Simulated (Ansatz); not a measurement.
# KZnF3: optical spectrum from first principles, part 2 of 2

What colour and refractive index does KZnF3 have at this level of theory?

Ansatz 0.2.0; DFT, PBE, plane-wave PAW, default files, scalar-relativistic, independent-particle optical response without local fields.

So far, electronic dielectric constant ε∞, mean over x, y and z (by symmetry where fewer were run): step 3 (spectrum) 2.47.

**4. Static response with local fields**

A static field by perturbation theory: the induced potential is included, and the Born charges come with it.

This step: DFT, PBE, plane-wave PAW, default files, scalar-relativistic, static field response by perturbation theory with local fields (Ansatz 0.2.0).

input.yaml reads:

```yaml
crystal:
  lattice:
    - [4.05, 0.0, 0.0]
    - [0.0, 4.05, 0.0]
    - [0.0, 0.0, 4.05]
  atoms:
    - { symbol: Zn, position: [0.5, 0.5, 0.5] }
    - { symbol: K, position: [0.0, 0.0, 0.0] }
    - { symbol: F, position: [0.5, 0.0, 0.5] }
    - { symbol: F, position: [0.0, 0.5, 0.5] }
    - { symbol: F, position: [0.5, 0.5, 0.0] }
kpoints:
  mp_grid: { grid: [6, 6, 6] }
scf:
  occupations: { method: fixed }
hamiltonian:
  xc: pbe
  pseudopotentials: { kind: paw }
dielectric: {}
```

The run is started by

```sh
$ ansatz run input.yaml --threads 4 --pin off --max-ram 8192MiB --backend cpu --events-out ev --progress --plain --runs-dir out
```

Numbers of over 12 decimals in the logs are rounded to 6 here.

The log of the run:

```text
[...]
Crystal: 5 atoms, lattice volume = 66.430 Å³
Basis set: ecut = 420 eV, 1309 PW (Γ), exchange–correlation on 60×60×60 points (8 copies of the dense FFT grid, shifted against one another)
Bands: 26, of which v1, the nominal top of the filled ones, is band 21 counted from 1 (20 counted from 0)
Symmetry: 48 space group operations
k-points: 40 of 216 (irreducible under 8 space group operations, time reversal used)
[...]
SCF iter   1: F=—  HF=-7286.257304 eV  |F-HF|=—  |Δ(HF+E_count)|=         —  Δρ=5.40e-4  dr2=1.07e-4  ethr=1.77e-3  ⟨swp⟩=4.5  Hψ=4478  notcnv=0  defer=74
[...]
SCF iter   8: F=-7286.257620 eV  HF=-7286.257620 eV  |F-HF|=1.82e-12  |Δ(HF+E_count)|=  3.87e-10  Δρ=2.52e-7  dr2=3.08e-11  ethr=1.00e-12  ⟨swp⟩=6.4  Hψ=4478  notcnv=0
SCF 1 converged in 8 iterations: F = -7286.257620 eV  dr2 = 3.08e-11
[...]
DFPT response loops at Γ: preconditioner auto → none (the input reference at scf.mixing.eps_inf says where Resta's filter doesn't serve); β = 0.50; Broyden in place of MSR1
SCF converged after 8 iterations
Free energy (F): -7286.257620 eV
[...]
Internal energy: -7286.257620 eV  (E = F + TS)
E sigma→0 (E₀):  -7286.257620 eV
Fermi energy:    4.220749 eV
[...]
--- Band table (eV; the first three rows and the last of 40) ---
  k-point 0: bands = [... 17 lower, 2.1862, 2.3939, 2.3939, 2.3939, 8.0831, 12.9604, 12.9604, 13.6839, ... 1 higher]
  k-point 1: bands = [... 17 lower, 2.2192, 2.3840, 2.4105, 2.4105, 8.6191, 13.1568, 13.1817, 13.9584, ... 1 higher]
  k-point 2: bands = [... 17 lower, 2.2303, 2.4860, 2.4860, 2.5324, 9.8896, 13.0572, 13.6494, 15.0445, ... 1 higher]
  k-point 39: bands = [... 17 lower, 2.7622, 2.7622, 4.2207, 4.2207, 12.7008, 12.7008, 12.7008, 14.5025, ... 1 higher]
--- Dielectric response (ions clamped): 1 representative field direction + reference, on 40 of 216 k-points (Σ response iterations 8) ---
  k mesh reduced under 8 symmetry operations, with k and −k counted as one. Each operation leaves every solved perturbation unchanged. A smaller set is not considered because the run solves the response to a homogeneous field
  ε∞ (high-frequency dielectric tensor):
        2.390324    -0.000000     0.000000
        0.000000     2.390324     0.000000
       -0.000000     0.000000     2.390324
  Born effective charges Z* (e; rows j = field, columns β = displacement):
    site 0:
         2.31998   -0.00000   -0.00000
        -0.00000    2.31998    0.00000
        -0.00000    0.00000    2.31998
    site 1:
         1.19760   -0.00000   -0.00000
         0.00000    1.19760    0.00000
        -0.00000    0.00000    1.19760
    site 2:
        -0.89648    0.00000    0.00000
        -0.00000   -1.72462    0.00000
         0.00000    0.00000   -0.89648
    site 3:
        -1.72462    0.00000   -0.00000
         0.00000   -0.89648    0.00000
         0.00000    0.00000   -0.89648
    site 4:
        -0.89648   -0.00000    0.00000
        -0.00000   -0.89648    0.00000
         0.00000    0.00000   -1.72462
  Z* charge neutrality: 2.986e-5 e pre-enforcement
  k-mesh period / interband length: 24.3 Å / 1.02 Å = 23.72 at k = (0.0000, 0.0000, 0.0000), direct gap 5.689 eV — 14 or more, which is no proof of convergence
```

It took 7.3 s on 4 threads of Arm Neoverse V1, shared host; peak memory 0.53 GiB.

Numbers from this step:

```
electronic dielectric constant ε∞, mean over x, y and z (by symmetry where fewer were run) : 2.390
```

ε∞ with local fields:

```
2.39 0.00 0.00
0.00 2.39 0.00
0.00 0.00 2.39
```

Diagonal elements. Born, by row:

```csv
atom,Z*xx (e),Z*yy (e),Z*zz (e)
Zn1,2.32,2.32,2.32
K2,1.198,1.198,1.198
F3,-0.896,-1.725,-0.896
F4,-1.725,-0.896,-0.896
F5,-0.896,-0.896,-1.725
```

Mean Born charges are Zn +2.32, K +1.20 and F -1.17, against formal valences of +2, +1 and -1. The largest lies a little above its ionic value.

**5. What came out**

```json
{
  "gap on the path": "3.86 eV",
  "least direct gap on the path": "5.69 eV",
  "electronic dielectric constant ε∞, mean over x, y and z (by symmetry where fewer were run) (independent particles)": "2.47",
  "absorption onset, first axis (α over 10⁴ cm⁻¹, or the direct gap if that lies higher)": "5.69 eV",
  "main peak of Im epsilon, first axis": "13.1 eV",
  "electronic dielectric constant ε∞, mean over x, y and z (by symmetry where fewer were run) (static response with local fields)": "2.39"
}
```

At this level (PBE, independent particles) KZnF3 has ε∞ = 2.47 (2.39 with local fields) and n = 1.57 at 1550 nm; absorption sets in near 5.7 eV, and Im ε peaks at 13.1 eV. The gap is indirect (3.86 eV), so absorption without phonons can begin only at the direct gap of 5.69 eV. Absorption passes 10⁴ cm⁻¹ from the direct gap on, 5.69 eV, in the ultraviolet, so the visible is passed. Distinct maxima of Im ε, read by a parabola through the highest points, lie at 7.85 eV (1.8), 11.11 eV (2.0), 13.06 eV (3.2) and 15.28 eV (2.2). The f-sum over the summed bands holds 18.2 of the cell's 42 electrons outside the frozen cores, 14 of which lie in bands more than 12 eV below the Fermi level, whose transitions come at higher energies. Up to 20 eV the strength has a mean oscillator energy of 12.5 eV, and these transitions give 67 % of ε∞ − 1 along x; the rest comes from higher ones. Through 1 µm of it, D65 light comes out colourless (x = 0.313, y = 0.329; 90 % transmitted). With local fields and the functional's kernel the static response is 2.39 against 2.47 for independent particles (-3 %). In the base spectrum excitons and phonon-assisted transitions are missing, and so are local fields; PBE gaps are as a rule too small, which pulls the onset down and ε∞ up. In the base run ε includes the program's bounded estimate of what the bands above those summed add.

[Logs are printed without paths, hosts, clocks, repeated set-up lines and the standing remarks that a program may print on its own settings, such as how far it seeks lower states.]

[Hosts, paths, dates, database ids (printed as entryN), source tags and the programs' standing remarks are cut or masked in the printed files.]
